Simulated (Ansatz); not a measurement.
# LuHg3: relaxing a made-up structure

Starting from a made-up structure for LuHg3, the aim is the relaxed cell, its shortest contacts and, where a second run follows, its electronic structure.

Main program and level: Ansatz 0.2.0; DFT, PBE, plane-wave PAW, files of the set soft_1, scalar-relativistic, no spin, cell and ions relaxed at zero pressure; PAW set soft_1, in the first sound run; inputs show where later runs differ.

**1. Starting point**

The structure is cubic, space group Fm-3m (No. 225). The conventional cell has a = 7.319 Å, b = 7.319 Å, c = 7.319 Å, α = 90.00°, β = 90.00°, γ = 90.00°. Nearest to Hg lie 4 Lu at 3.17 Å and 4 Hg at 3.17 Å. Nearest to Hg lie 8 Hg at 3.17 Å. Nearest to Lu lie 8 Hg at 3.17 Å. Farther neighbours are not listed.

**2. Relaxation of the guess**

The guess takes its coordinates from another compound and its volume from a rule, so the cell and any free coordinates are relaxed together.

Contents of input.yaml:

```yaml
crystal:
  lattice:
    - [0.0, 3.6595, 3.6595]
    - [3.6595, 0.0, 3.6595]
    - [3.6595, 3.6595, 0.0]
  atoms:
    - { symbol: Hg, position: [0.75, 0.75, 0.75] }
    - { symbol: Hg, position: [0.5, 0.5, 0.5] }
    - { symbol: Hg, position: [0.25, 0.25, 0.25] }
    - { symbol: Lu, position: [0.0, 0.0, 0.0] }
kpoints:
  mp_grid: { grid: [6, 6, 6] }
scf:
  occupations: { method: fermi_dirac, width: 0.05 }
hamiltonian:
  xc: pbe
  pseudopotentials: { kind: paw, azcp: { folder: soft_1 } }
relax:
  f_tol: 0.015
  max_steps: 70
  cell: {}
output:
  forces: true
  stress: true
```

Started as:

```sh
> ansatz run input.yaml --threads 4 --pin off --max-ram 8192MiB --backend cpu --events-out ev --progress --plain --runs-dir out
```

Numbers of over 12 decimals in the logs are rounded to 6 here.

The program printed:

```text
Engine: ansatz 0.2.0, aarch64-unknown-linux-gnu
Pseudopotentials: kind: paw
Pseudopotential: Hg, paw, valence charge 20, recommended cutoff 420 eV (normal), soft_1/Hg.paw.azcp
Pseudopotential: Lu, paw, valence charge 25, recommended cutoff 420 eV (normal), soft_1/Lu.paw.azcp
Functional definition: PBE
  parameter kappa = 0.804
  parameter beta = 0.066725
  exchange = pbe_x(kappa = kappa, mu = beta*pi^2/3)
  correlation = pbe_c(beta = beta)
Crystal: 4 atoms, lattice volume = 98.016 Å³
Basis set: ecut = 420 eV, 1917 PW (Γ), exchange–correlation on 72×72×72 points (8 copies of the dense FFT grid, shifted against one another)
Bands: 51, of which v1, the nominal top of the filled ones, is band 43 counted from 1 (42 counted from 0)
Symmetry: 48 space group operations
Space group: Fm-3m (ITA 225), of the structure as read, at distance tolerance 4.6e-5 Å
k-points: 16 of 216
Non-local potential: Hg, projectors of the file, l = 0: 3, l = 1: 2, l = 2: 2, l = 3: 1
Non-local potential: Lu, projectors of the file, l = 0: 3, l = 1: 2, l = 2: 2, l = 3: 3
PAW form: soft (Blöchl's): semilocal exchange-correlation on the pseudo side does not see the compensation charge
PAW one-centre angular grid: Hg, 590 points (default); XC on 64 Gauss nodes
PAW one-centre angular grid: Lu, 590 points (default); XC on 64 Gauss nodes
Initial density: superposition of atomic densities (chi_scale 0.1, normalization cell, long waves kept (reshape's long-wave potential 0.00 eV rms))
Initial wavefunctions: pseudopotential atomic-orbital guess
Functional: x = pbe(κ = 0.804, μ = 0.219515), c = pbe(β = 0.066725)
SCF iter   1: F=—  HF=-56185.618964 eV  |F-HF|=—  |Δ(HF+E_count)|=         —  Δρ=1.03e-1  dr2=2.22e1  ethr=3.10e-3  ⟨swp⟩=6.1  Hψ=3474  notcnv=0  defer=1
preconditioner: auto → Kerker (q_TF=auto, 2.664 Å⁻¹)  [metal: Δε(μ)=0.039 eV  Ē_g=9.127 eV  σ=0.050 eV  W_gap=0.19  n_scr=26 (ndim 8)  ℏωp=27.3 eV  f_vac=0.000  D(μ)=3.57/eV (n_scr^D=26)]
SCF iter   2: F=—  HF=-56181.664198 eV  |F-HF|=—  |Δ(HF+E_count)|=    3.95e0  Δρ=3.28e-2  dr2=2.63e0  ethr=3.10e-3  ⟨swp⟩=4.2  Hψ=2244  notcnv=0  defer=22
preconditioner: auto → Resta (q_TF=auto, 2.664 Å⁻¹)  ε∞=10.1  [insulator: Δε(μ)=0.139 eV  Ē_g=9.060 eV  σ=0.050 eV  W_gap=0.56  n_scr=26 (ndim 8)  ℏωp=27.3 eV  f_vac=0.000  D(μ)=2.03/eV (n_scr^D=14)  ε∞_Penn≈10.1]
SCF iter   3: F=—  HF=-56181.075988 eV  |F-HF|=—  |Δ(HF+E_count)|=   5.88e-1  Δρ=2.23e-2  dr2=6.63e-1  ethr=3.09e-3  ⟨swp⟩=3.2  Hψ=1975  notcnv=0  defer=26
SCF iter   4: F=—  HF=-56180.666385 eV  |F-HF|=—  |Δ(HF+E_count)|=   4.10e-1  Δρ=9.31e-3  dr2=1.08e-1  ethr=7.80e-4  ⟨swp⟩=3.8  Hψ=2051  notcnv=0  defer=37
SCF iter   5: F=—  HF=-56180.713470 eV  |F-HF|=—  |Δ(HF+E_count)|=   4.71e-2  Δρ=3.99e-3  dr2=1.75e-2  ethr=1.27e-4  ⟨swp⟩=3.9  Hψ=2262  notcnv=0  defer=37
SCF iter   6: F=—  HF=-56180.705209 eV  |F-HF|=—  |Δ(HF+E_count)|=   8.26e-3  Δρ=9.47e-4  dr2=5.30e-4  ethr=2.06e-5  ⟨swp⟩=2.1  Hψ=1582  notcnv=0  defer=38
SCF iter   7: F=—  HF=-56180.704894 eV  |F-HF|=—  |Δ(HF+E_count)|=   3.15e-4  Δρ=2.38e-4  dr2=5.14e-5  ethr=6.23e-7  ⟨swp⟩=3.1  Hψ=1877  notcnv=0  defer=38
SCF iter   8: F=—  HF=-56180.704917 eV  |F-HF|=—  |Δ(HF+E_count)|=   2.22e-5  Δρ=9.27e-5  dr2=1.06e-5  ethr=6.05e-8  ⟨swp⟩=2.7  Hψ=1477  notcnv=0  defer=38
SCF iter   9: F=—  HF=-56180.704917 eV  |F-HF|=—  |Δ(HF+E_count)|=   7.33e-7  Δρ=3.65e-5  dr2=2.79e-6  ethr=1.25e-8  ⟨swp⟩=2.9  Hψ=1637  notcnv=0  defer=38
SCF iter  10: F=—  HF=-56180.704917 eV  |F-HF|=—  |Δ(HF+E_count)|=   7.62e-7  Δρ=1.01e-5  dr2=1.21e-7  ethr=3.28e-9  ⟨swp⟩=2.1  Hψ=1376  notcnv=0  defer=38
SCF iter  11: F=-56180.704916 eV  HF=-56180.704916 eV  |F-HF|=2.66e-9  |Δ(HF+E_count)|=   5.41e-8  Δρ=2.31e-6  dr2=5.72e-9  ethr=1.18e-10  ⟨swp⟩=6.0  Hψ=4076  notcnv=0
SCF 1 converged in 11 iterations: F = -56180.704916 eV  dr2 = 5.72e-9
  greatest PAW one-centre occupation: 1.000 electrons in one spin orbital (limit 2), on the Hg atom at site 2 (counted from 0), in its partial waves of l = 0
relax step   1: F+E_penalty+E_count = -56180.70491647 eV  Δ(F+E_penalty+E_count) = +0.000e0 eV  max|allowed force component| = 5.493e-18 eV/Å  Δτ_max = 0.0000 Å  P = -2.556 GPa  Ω = 98.016 Å³  (11 SCF iters, dr2 threshold 1.00e-7 eV, accepted)
Crystal: 4 atoms, lattice volume = 92.010 Å³
Basis set: ecut = 420 eV, 1807 PW (Γ), exchange–correlation on 72×72×72 points (8 copies of the dense FFT grid, shifted against one another)
Initial density: handed on by an earlier stage of this run
Initial wavefunctions: those handed on with the density
iter 1 solved again at ethr=1.41e-4 eV; its pass at ethr=3.10e-3 eV (dr2=1.20e-1 eV) is discarded
SCF iter   1: F=—  HF=-56180.778180 eV  |F-HF|=—  |Δ(HF+E_count)|=         —  Δρ=7.11e-3  dr2=1.21e-1  ethr=1.41e-4  ⟨swp⟩=2.1  Hψ=5228  notcnv=0
preconditioner: auto → Kerker (q_TF=auto, 2.692 Å⁻¹)  [metal: Δε(μ)=0.117 eV  Ē_g=11.877 eV  σ=0.050 eV  W_gap=0.50  n_scr=26 (ndim 8)  ℏωp=29.7 eV  f_vac=0.000  D(μ)=1.36/eV (n_scr^D=8)]
SCF iter   2: F=—  HF=-56180.753652 eV  |F-HF|=—  |Δ(HF+E_count)|=   2.45e-2  Δρ=3.91e-3  dr2=4.26e-2  ethr=1.41e-4  ⟨swp⟩=3.5  Hψ=1194  notcnv=0
preconditioner: auto → Resta (q_TF=auto, 2.692 Å⁻¹)  ε∞=7.3  [insulator: Δε(μ)=0.119 eV  Ē_g=11.886 eV  σ=0.050 eV  W_gap=0.51  n_scr=26 (ndim 8)  ℏωp=29.7 eV  f_vac=0.000  D(μ)=1.30/eV (n_scr^D=8)  ε∞_Penn≈7.3]
SCF iter   3: F=—  HF=-56180.746196 eV  |F-HF|=—  |Δ(HF+E_count)|=   7.46e-3  Δρ=2.12e-3  dr2=3.98e-3  ethr=5.01e-5  ⟨swp⟩=2.4  Hψ=1578  notcnv=0  defer=38
SCF iter   4: F=—  HF=-56180.741363 eV  |F-HF|=—  |Δ(HF+E_count)|=   4.83e-3  Δρ=1.27e-3  dr2=1.10e-3  ethr=4.68e-6  ⟨swp⟩=3.0  Hψ=1729  notcnv=0  defer=38
SCF iter   5: F=—  HF=-56180.741405 eV  |F-HF|=—  |Δ(HF+E_count)|=   4.14e-5  Δρ=4.82e-4  dr2=2.82e-4  ethr=1.29e-6  ⟨swp⟩=2.4  Hψ=1703  notcnv=0  defer=38
SCF iter   6: F=—  HF=-56180.741286 eV  |F-HF|=—  |Δ(HF+E_count)|=   1.19e-4  Δρ=2.00e-4  dr2=2.93e-5  ethr=3.32e-7  ⟨swp⟩=2.9  Hψ=1773  notcnv=0  defer=38
SCF iter   7: F=—  HF=-56180.741274 eV  |F-HF|=—  |Δ(HF+E_count)|=   1.19e-5  Δρ=1.10e-4  dr2=9.30e-6  ethr=3.44e-8  ⟨swp⟩=2.4  Hψ=1441  notcnv=0  defer=38
SCF iter   8: F=-56180.741271 eV  HF=-56180.741271 eV  |F-HF|=1.17e-7  |Δ(HF+E_count)|=   3.29e-6  Δρ=1.23e-5  dr2=1.36e-7  ethr=4.71e-10  ⟨swp⟩=5.9  Hψ=5189  notcnv=0
SCF 2 converged in 8 iterations: F = -56180.741271 eV  dr2 = 1.36e-7
relax step   2: F+E_penalty+E_count = -56180.74127086 eV  Δ(F+E_penalty+E_count) = -3.635e-2 eV  max|allowed force component| = 2.833e-17 eV/Å  Δτ_max = 0.0000 Å  P = +0.995 GPa  Ω = 92.010 Å³  energy of the carried Pulay correction = +2.197e-3 eV  (8 SCF iters, dr2 threshold 4.00e-7 eV, accepted)
Crystal: 4 atoms, lattice volume = 93.618 Å³
Basis set: ecut = 420 eV, 1837 PW (Γ), exchange–correlation on 72×72×72 points (8 copies of the dense FFT grid, shifted against one another)
iter 1 solved again at ethr=1.11e-5 eV; its pass at ethr=3.10e-3 eV (dr2=9.43e-3 eV) is discarded
SCF iter   1: F=—  HF=-56180.747967 eV  |F-HF|=—  |Δ(HF+E_count)|=         —  Δρ=1.97e-3  dr2=9.51e-3  ethr=1.11e-5  ⟨swp⟩=3.1  Hψ=4640  notcnv=0
preconditioner: auto → Resta (q_TF=auto, 2.685 Å⁻¹)  ε∞=7.2  [insulator: Δε(μ)=0.130 eV  Ē_g=11.847 eV  σ=0.050 eV  W_gap=0.55  n_scr=26 (ndim 8)  ℏωp=29.5 eV  f_vac=0.000  D(μ)=1.19/eV (n_scr^D=8)  ε∞_Penn≈7.2]
SCF iter   2: F=—  HF=-56180.745684 eV  |F-HF|=—  |Δ(HF+E_count)|=   2.28e-3  Δρ=8.23e-4  dr2=1.82e-3  ethr=1.11e-5  ⟨swp⟩=2.8  Hψ=1333  notcnv=0
SCF iter   3: F=—  HF=-56180.745192 eV  |F-HF|=—  |Δ(HF+E_count)|=   4.92e-4  Δρ=4.01e-4  dr2=2.40e-4  ethr=2.14e-6  ⟨swp⟩=2.2  Hψ=1443  notcnv=0
SCF iter   4: F=—  HF=-56180.744996 eV  |F-HF|=—  |Δ(HF+E_count)|=   1.96e-4  Δρ=2.06e-4  dr2=3.34e-5  ethr=2.82e-7  ⟨swp⟩=3.0  Hψ=1781  notcnv=0
SCF iter   5: F=—  HF=-56180.744998 eV  |F-HF|=—  |Δ(HF+E_count)|=   2.01e-6  Δρ=6.81e-5  dr2=2.67e-6  ethr=3.93e-8  ⟨swp⟩=2.1  Hψ=1417  notcnv=0
SCF iter   6: F=-56180.744997 eV  HF=-56180.744998 eV  |F-HF|=1.89e-7  |Δ(HF+E_count)|=   2.73e-7  Δρ=1.51e-5  dr2=3.05e-7  ethr=4.71e-10  ⟨swp⟩=6.8  Hψ=4384  notcnv=0
SCF 3 converged in 6 iterations: F = -56180.744997 eV  dr2 = 3.05e-7
relax step   3: F+E_penalty+E_count = -56180.74499737 eV  Δ(F+E_penalty+E_count) = -3.727e-3 eV  max|allowed force component| = 2.891e-17 eV/Å  Δτ_max = 0.0000 Å  P = -0.112 GPa  Ω = 93.618 Å³  energy of the carried Pulay correction = +1.595e-3 eV  (6 SCF iters, dr2 threshold 4.00e-7 eV, accepted)
Crystal: 4 atoms, lattice volume = 93.453 Å³
iter 1 solved again at ethr=7.56e-8 eV; its pass at ethr=3.10e-3 eV (dr2=6.43e-5 eV) is discarded
SCF iter   1: F=—  HF=-56180.745132 eV  |F-HF|=—  |Δ(HF+E_count)|=         —  Δρ=1.89e-4  dr2=8.84e-5  ethr=7.56e-8  ⟨swp⟩=3.0  Hψ=3934  notcnv=0
preconditioner: auto → Resta (q_TF=auto, 2.686 Å⁻¹)  ε∞=7.2  [insulator: Δε(μ)=0.129 eV  Ē_g=11.844 eV  σ=0.050 eV  W_gap=0.55  n_scr=26 (ndim 8)  ℏωp=29.5 eV  f_vac=0.000  D(μ)=1.20/eV (n_scr^D=8)  ε∞_Penn≈7.2]
SCF iter   2: F=—  HF=-56180.745131 eV  |F-HF|=—  |Δ(HF+E_count)|=   7.68e-7  Δρ=8.33e-5  dr2=1.76e-5  ethr=7.56e-8  ⟨swp⟩=2.4  Hψ=1196  notcnv=0
SCF iter   3: F=—  HF=-56180.745122 eV  |F-HF|=—  |Δ(HF+E_count)|=   9.05e-6  Δρ=4.68e-5  dr2=2.43e-6  ethr=2.07e-8  ⟨swp⟩=2.1  Hψ=1392  notcnv=0
SCF iter   4: F=—  HF=-56180.745119 eV  |F-HF|=—  |Δ(HF+E_count)|=   2.66e-6  Δρ=2.84e-5  dr2=5.26e-7  ethr=2.86e-9  ⟨swp⟩=3.0  Hψ=1667  notcnv=0
SCF iter   5: F=—  HF=-56180.745119 eV  |F-HF|=—  |Δ(HF+E_count)|=   6.24e-8  Δρ=9.43e-6  dr2=8.31e-8  ethr=6.19e-10  ⟨swp⟩=2.6  Hψ=1480  notcnv=0
SCF iter   6: F=-56180.745119 eV  HF=-56180.745119 eV  |F-HF|=2.18e-8  |Δ(HF+E_count)|=   3.18e-8  Δρ=5.44e-6  dr2=2.45e-8  ethr=3.68e-11  ⟨swp⟩=6.2  Hψ=4334  notcnv=0
SCF 4 converged in 6 iterations: F = -56180.745119 eV  dr2 = 2.45e-8
relax step   4: F+E_penalty+E_count = -56180.74511928 eV  Δ(F+E_penalty+E_count) = -1.219e-4 eV  max|allowed force component| = 2.486e-17 eV/Å  Δτ_max = 0.0000 Å  P = -0.005 GPa  Ω = 93.453 Å³  energy of the carried Pulay correction = +1.656e-3 eV  (6 SCF iters, dr2 threshold 3.13e-8 eV, accepted)
Initial wavefunctions: pseudopotential atomic-orbital guess (no wavefunctions were taken with the density)
iter 1 solved again at ethr=7.25e-9 eV; its pass at ethr=3.10e-3 eV (dr2=6.16e-6 eV) is discarded
SCF iter   1: F=—  HF=-56180.743545 eV  |F-HF|=—  |Δ(HF+E_count)|=         —  Δρ=1.15e-4  dr2=2.28e-6  ethr=7.25e-9  ⟨swp⟩=5.9  Hψ=7580  notcnv=0
SCF iter   2: F=—  HF=-56180.743550 eV  |F-HF|=—  |Δ(HF+E_count)|=   4.98e-6  Δρ=6.08e-5  dr2=7.09e-7  ethr=2.69e-9  ⟨swp⟩=2.1  Hψ=1454  notcnv=0
SCF iter   3: F=—  HF=-56180.743550 eV  |F-HF|=—  |Δ(HF+E_count)|=   4.90e-7  Δρ=2.86e-5  dr2=1.33e-7  ethr=8.34e-10  ⟨swp⟩=2.9  Hψ=1614  notcnv=0
SCF iter   4: F=—  HF=-56180.743550 eV  |F-HF|=—  |Δ(HF+E_count)|=   9.73e-8  Δρ=6.79e-6  dr2=8.81e-9  ethr=1.56e-10  ⟨swp⟩=2.9  Hψ=1558  notcnv=0
SCF iter   5: F=—  HF=-56180.743550 eV  |F-HF|=—  |Δ(HF+E_count)|=   1.07e-8  Δρ=1.37e-6  dr2=3.93e-10  ethr=1.04e-11  ⟨swp⟩=3.0  Hψ=1670  notcnv=0
SCF iter   6: F=—  HF=-56180.743550 eV  |F-HF|=—  |Δ(HF+E_count)|=  5.31e-10  Δρ=1.31e-7  dr2=8.26e-12  ethr=1.00e-12  ⟨swp⟩=5.8  Hψ=5166  notcnv=0
SCF iter   7: F=-56180.743550 eV  HF=-56180.743550 eV  |F-HF|=7.28e-12  |Δ(HF+E_count)|=  4.37e-11  Δρ=4.75e-8  dr2=1.03e-12  ethr=1.00e-12  ⟨swp⟩=5.7  Hψ=3638  notcnv=0
SCF 5 converged in 7 iterations: F = -56180.743550 eV  dr2 = 1.03e-12
relax step   5: F+E_penalty+E_count = -56180.74355034 eV  Δ(F+E_penalty+E_count) = +1.569e-3 eV  max|allowed force component| = 2.833e-17 eV/Å  Δτ_max = 0.0000 Å  P = -0.011 GPa  Ω = 93.453 Å³  stress off target by 1.14e-2 GPa  SCF on the basis re-selected at this cell (its energy is not comparable with the rows above)  (7 SCF iters)
basis re-selected at this cell: Δ(F+E_penalty+E_count) = +1.569e-3 eV, ΔP = -0.007 GPa vs the last step (what re-selecting the basis moved, of the pressure what is left beyond the Pulay correction that the steps carried, after the strain that the cell walked since its last selection, with what the two solves' SCF thresholds leave and, on support functions, any second-order correction that the steps lacked; it is no m [...]
SCF converged after 7 iterations
Free energy (F): -56180.743550 eV
Harris-Foulkes:  -56180.743550 eV  (|F-HF|=7.28e-12)
Internal energy: -56180.733013 eV  (E = F + TS)
E sigma→0 (E₀):  -56180.738282 eV
Entropy (-TS):   -0.010537 eV (-2.634 meV/atom)
Fermi energy:    16.132943 eV
--- Per-component energies (eV) ---
  E_band       = -1079.726320
  E_kinetic    = 2141.609806
  E_local      = -13759.266759  (includes V_loc(G=0)·N_el)
  E_nonlocal   = 923.617121
  E_hartree    = 5850.346561
  E_xc         = -840.950247
  E_vxc        = -1004.462069  (∫ρ·V_xc dr)
  E_paw        = -37287.207191  (= ΣΔE_a)
  E_vpaw       = -1081.919007  (= ΣTr[D̂ρ^β])
  E_aug_tail   = 0.001500  (compensation charges beyond the density's cutoff)
  E_ewald      = -13208.883803
  E_smearing   = -0.010537  (= −TS)
  E_closure    = -0.000000  (closes the sum)
  Σ components = -56180.743550   (vs F -56180.743550, Δ=0.00e0)
--- Forces (eV/Å), atoms counted from 1 ---
  atom   1  Hg     0.00000000     0.00000000     0.00000000
  atom   2  Hg     0.00000000    -0.00000000    -0.00000000
  atom   3  Hg    -0.00000000    -0.00000000    -0.00000000
  atom   4  Lu     0.00000000    -0.00000000    -0.00000000
  max |Σ_I F_I| component: 9.25e-18 eV/Å
--- Stress (GPa, compression-positive) ---
       -0.011437      -0.000000      -0.000000
       -0.000000      -0.011437      -0.000000
       -0.000000      -0.000000      -0.011437
  P = ⅓ Tr σ = -0.0114 GPa (-0.114 kbar)
--- Relaxed structure (4 steps of the walk, 4 accepted, 1 SCFs on fresh bases) ---
  F+E_penalty+E_count = -56180.74355034 eV   max|allowed force component| = 2.833e-17 eV/Å   (the final SCF, on the basis selected at the relaxed cell)
  cell:  # Å, volume = 93.4531 Å³
    - [0, 3.601813, 3.601813]
    - [3.601813, 0, 3.601813]
    - [3.601813, 3.601813, 0]
  atoms:
    - { symbol: Hg, position: [0.750000, 0.750000, 0.750000] }
    - { symbol: Hg, position: [0.5, 0.5, 0.5] }
    - { symbol: Hg, position: [0.25, 0.25, 0.25] }
    - { symbol: Lu, position: [0, 0, 0] }
```

The job ended after 6.1 s (4 threads of Arm Neoverse V2, shared host; peak memory 0.46 GiB; 22 s of CPU time).

Step by step:

```csv
step,energy less that of the first step (eV),largest force component (eV/Å),pressure (GPa),volume (Å³)
1,0.0000,0.0000,-2.56,98.02
2,-0.0364,0.0000,1.00,92.01
3,-0.0401,0.0000,-0.11,93.62
4,-0.0402,0.0000,0.00,93.45
5*,-0.0386,0.0000,-0.01,93.45
```

Relaxation steps marked * repeat the geometry before them on a plane-wave basis chosen anew for their cell, so energy and pressure can jump there.

Forces are held to the 48 operations that the run works with; a distortion that breaks them can't arise in this run.

```csv
"conventional cell, symmetrised",before,after,change
a (Å),7.319,7.204,-1.6 %
b (Å),7.319,7.204,-1.6 %
c (Å),7.319,7.204,-1.6 %
volume (Å³/atom),24.50,23.36,-4.7 %
```

The relaxed structure:

```xyz
4
Lattice="0.0000 3.6018 3.6018 3.6018 0.0000 3.6018 3.6018 3.6018 0.0000" Properties=species:S:1:pos:R:3 pbc="T T T"
Hg    5.4027    5.4027    5.4027
Hg    3.6018    3.6018    3.6018
Hg    1.8009    1.8009    1.8009
Lu    0.0000    0.0000    0.0000
```

This step gave:

```
free energy             : -56180.7436 eV
energy at zero smearing : -56180.7383 eV
smearing term TS        : 0.01054 eV
Fermi energy            : 16.13 eV
electrons               : 85
symmetry operations     : 48
pressure                : -0.01144 GPa
```

The shortest distance of each pair, which need not be the same contact before and after:

```csv
pair,guess (Å),relaxed (Å)
Hg–Lu,3.169,3.119
Hg–Hg,3.169,3.119
Lu–Lu,5.175,5.094
```

The relaxation ends with a pressure of -0.01 GPa.

[end of part 1 of 2]

[Logs are printed without paths, hosts, clocks, repeated set-up lines and the standing remarks that a program may print on its own settings, such as how far it seeks lower states.]

[Hosts, paths, dates, database ids (printed as entryN), source tags and the programs' standing remarks are cut or masked in the printed files.]
